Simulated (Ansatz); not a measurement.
# Tc of Ag (Fm-3m) from its phonons, part 2 of 2

Each step names its level of theory.

So far, log mean phonon energy ħω_log (meV): step 2 (resistivity: PseudoDojo files, PBE PseudoDojo norm-conserving) 11.8; step 3 (coupling and resistivity: finite displacements, PBE) 11.8.

## 4. Electron–phonon run: r2SCAN at its own relaxed cell

The functional sets the lattice constant, the bands and the force constants.

This step: DFT r2SCAN, scalar-relativistic, plane waves, PAW; PAW set soft_1 (Ansatz 0.2.0).

Input file input.yaml:

```yaml
crystal:
  lattice:
    - [0.0, 2.0536335326, 2.0536335326]
    - [2.0536335326, 0.0, 2.0536335326]
    - [2.0536335326, 2.0536335326, 0.0]
  atoms:
    - { symbol: Ag, position: [0.0, 0.0, 0.0] }
kpoints:
  mp_grid: { grid: [12, 12, 12] }
hamiltonian:
  xc: r2scan
  pseudopotentials: { kind: paw, azcp: { folder: soft_1 } }
scf:
  occupations: { method: methfessel_paxton, width: 0.2 }
output:
  eigenvalues: true
phonons:
  method: dfpt
  qmesh: [4, 4, 4]
  temperatures: { t_max: 1000, t_step: 50 }
  qpath:
    path:
      - [[0.0, 0.0, 0.0], [0.5, 0.0, 0.5], [0.625, 0.25, 0.625]]
      - [[0.375, 0.375, 0.75], [0.0, 0.0, 0.0], [0.5, 0.5, 0.5], [0.5, 0.25, 0.75], [0.5, 0.0, 0.5]]
    npoints: 6
  electrical_resistivity:
    mesh: [16, 16, 16]
    temperatures: [20.0, 50.0, 80.0, 100.0, 150.0, 200.0, 273.0, 300.0, 400.0, 500.0, 600.0, 800.0]
  superconductivity: { mesh: [16, 16, 16], eliashberg_equations: false }
```

On the command line:

```bash
$ ansatz run input.yaml --threads 16 --pin off --max-ram 92160MiB --backend cuda --events-out ev --progress --plain --runs-dir out --max-vram 78GiB
```

Numbers of over 12 decimals in the logs are rounded to 6 here.

The log of the run:

```text
[...]
Crystal: 1 atoms, lattice volume = 17.322 Å³
Basis set: ecut = 500 eV, 459 PW (Γ), exchange–correlation on 120×120×120 points (125 copies of the dense FFT grid, shifted against one another)
Bands: 14, of which v1, the nominal top of the filled ones, is band 10 counted from 1 (9 counted from 0)
Symmetry: 48 space group operations
k-points: 163 of 1728 (irreducible under 8 space group operations, time reversal used)
[...]
SCF iter   2: F=—  HF=-7603.992619 eV  |F-HF|=—  |Δ(HF+E_count)|=   1.41e-1  S|Δr|=    0.00e0  Δρ=1.86e-2  dr2=6.71e-2  dr2_τ=5.63e-3  ethr=2.94e-3  ⟨swp⟩=2.9  Hψ=3865  notcnv=0
[...]
SCF iter   8: F=-7604.001211 eV  HF=-7604.001211 eV  |F-HF|=9.09e-12  |Δ(HF+E_count)|=  1.42e-10  S|Δr|=    0.00e0  Δρ=1.32e-7  dr2=2.50e-12  dr2_τ=5.49e-13  ethr=1.00e-12  ⟨swp⟩=3.6  Hψ=9690  notcnv=0
SCF 1 converged in 8 iterations: F = -7604.001211 eV  dr2 = 2.50e-12
[...]
DFPT response loops at Γ: preconditioner auto → Kerker (q_TF=auto, 2.771 Å⁻¹) (partly filled bands, converged f_vac=0.000); β = 1.00, the filter's whole step (`scf.mixing.beta` (0.50) is not read by the response loops under this deck's `scf.mixing.preconditioner`; to damp them name `kerker` or `kerker_dos`, under which they read `scf.mixing.beta`, and type it under 1.00, their step now; both keys bind the ground state too); Broyden in place of MSR1
[...]
NSCF: frozen V_eff on 72 k-points, pencils in batches of 32, up to order 56
[...]
NSCF: frozen V_eff on 1872 k-points
[...]
k-points: 72 of 1728
[...]
SCF iter   1: F=—  HF=-7604.133141 eV  |F-HF|=—  |Δ(HF+E_count)|=         —  Δρ=5.55e-2  dr2=5.59e-1  dr2_τ=1.15e-2  ethr=2.94e-3  ⟨swp⟩=1.0  Hψ=6553  notcnv=0
[...]
SCF 2 converged in 8 iterations: F = -7604.001211 eV  dr2 = 2.34e-12
[...]
SCF converged after 8 iterations
[...]
vibrations of 64 cells: unjudged by the run; compare a larger repeat
[...]
--- Superconductivity: potentials and phonons of a 4×4×4 supercell ---
[...]
mesh         λ    ħω_log (meV)  μ* declared at (meV)
       16×16×16    0.1413          12.036               13.559
          8×8×8    0.1452          12.057               13.485
          4×4×4    0.1500          11.830               13.284
  λ by the species' shares of the modes' patterns: Ag 0.1413
[...]
0.08      0.000         0.000             -             -             -             -              -
      0.10      0.000         0.000             -             -             -             -              -
      0.12      0.000         0.000             -             -             -             -              -
      0.13          -             -             -             -             -             -              -
      0.14          -             -             -             -             -             -              -
      0.16          -             -             -             -             -             -              -
      0.20          -             -             -             -             -             -              -
[...]
vibrations of 64 cells: unjudged by the run; compare a larger repeat
[...]
```

Wall time 81 s (1 × NVIDIA GB200 with 16 threads of Arm Neoverse V2, shared host); peak memory 2.5 GiB; 14 min of CPU time.

Numbers from this step:

* volume per atom: 17.32 Å³/atom
* zero-point energy: 0.01956 eV/cell
* highest frequency, solved or plainly interpolated: 166.1 cm⁻¹
* Debye temperature (second moment): 205 K
* resistivity at 300 K: 1.783 μΩ cm
* coupling constant λ: 0.1413
* density of states at the Fermi level: 0.1293 states/eV a spin and cell
* log mean phonon energy ħω_log: 12.04 meV
* transport coupling constant λ_tr: 0.1341, 0.1341, 0.1341 (xx, yy, zz)
* Drude plasma energy: 9.323, 9.323, 9.323 eV (xx, yy, zz)
* resistivity times mean free path: 8.499, 8.499, 8.499 × 10⁻¹⁶ Ω m² (xx, yy, zz)
* second-moment phonon energy ħω₂: 13.56 meV
* coupling λ by branch: 0.0427, 0.0549, 0.0437 (branches by rank of frequency)

An empty cell: under 1 mK by a formula, or no transition down to the floor of the Eliashberg search. Transition temperatures:

| μ* | McMillan Tc (K) | Allen–Dynes Tc (K) |
| --- | --- | --- |
| 0.08 | - | - |
| 0.1 | - | - |
| 0.12 | - | - |
| 0.13 | - | - |
| 0.14 | - | - |
| 0.16 | - | - |
| 0.2 | - | - |

Eliashberg function α²F against phonon energy; read off at these points:

| phonon energy (meV) | α²F | α²F tr |
| --- | --- | --- |
| 0.50 | 0 | 0 |
| 1.00 | 7.3e-5 | 0 |
| 1.50 | 2.0e-4 | 0 |
| 2.00 | 8.9e-4 | 1.0e-4 |
| 2.50 | 0.00142 | 3.1e-4 |
| 3.00 | 0.00214 | 6.2e-4 |
| 3.50 | 0.00309 | 0.00116 |
| 4.00 | 0.00398 | 0.00178 |
| 4.50 | 0.00516 | 0.00251 |
| 5.00 | 0.00646 | 0.00366 |
| 5.50 | 0.00791 | 0.00518 |
| 6.00 | 0.00953 | 0.00722 |
| 6.50 | 0.0117 | 0.0101 |
| 7.00 | 0.0143 | 0.0136 |
| 7.50 | 0.0175 | 0.0181 |
| 8.00 | 0.0219 | 0.0246 |
| 8.50 | 0.0279 | 0.0337 |
| 9.00 | 0.0399 | 0.0524 |
| 9.50 | 0.0454 | 0.0618 |
| 10.00 | 0.0486 | 0.0636 |
| 10.50 | 0.0543 | 0.0679 |
| 11.00 | 0.0649 | 0.0784 |
| 11.50 | 0.0822 | 0.0961 |
| 12.00 | 0.102 | 0.114 |
| 12.50 | 0.120 | 0.126 |
| 12.60 | 0.126 | 0.129 |
| 13.00 | 0.0773 | 0.0817 |
| 13.50 | 0.0711 | 0.0679 |
| 14.00 | 0.0760 | 0.0665 |
| 14.50 | 0.0774 | 0.0626 |
| 15.00 | 0.0753 | 0.0579 |
| 15.50 | 0.0690 | 0.0509 |
| 16.00 | 0.0617 | 0.0445 |
| 16.50 | 0.0222 | 0.0140 |
| 17.00 | 0.0314 | 0.0215 |
| 17.50 | 0.0869 | 0.0639 |
| 18.00 | 0.140 | 0.103 |
| 18.50 | 0.147 | 0.115 |
| 18.70 | 0.151 | 0.121 |
| 19.00 | 0.101 | 0.0825 |
| 19.50 | 0.0613 | 0.0511 |
| 20.00 | 0.0263 | 0.0220 |

Twice the integral of α²F/ω over this curve gives λ = 0.14, half of it from below 12.8 meV. The most distinct maxima of the Eliashberg function α²F (α²F) lie at 12.60 and 18.70 meV, the highest at 18.7 meV.

## 5. Outcome

* meshes: q 4×4×4, k 12×12×12, scattering 16×16×16
* coupling constant λ: 0.141
* log mean phonon energy ħω_log: 12.0 meV

**Reading.** In the last run (r2SCAN, q 4×4×4, k 12×12×12, scattering 16×16×16), with λ = 0.14 and ħω_log = 12.0 meV, Tc at μ* = 0.13 is under 1 mK by the formulas. Wikipedia's list of superconducting elements holds no transition of Ag at normal pressure, in line with the calculation. In that run Allen and Dynes's formula gives no transition above 0.05 K at μ* = 0.10 or more. By the run's own test λ is not converged in the fine mesh: it moves by 3 % between the two finest. The run's transport test calls it not converged in the mesh. Over the runs, λ takes the values 0.140, 0.141 and 0.141, in the order shown. μ* is a typed number, phonons are harmonic, and spin fluctuations are left out; with λ this near or under μ*(1 + 0.62 λ), the formulas give Tc only to its order of magnitude, or none.

[Logs are printed without paths, hosts, clocks, repeated set-up lines and the standing remarks that a program may print on its own settings, such as how far it seeks lower states.]

[Hosts, paths, dates, database ids (printed as entryN), source tags and the programs' standing remarks are cut or masked in the printed files.]
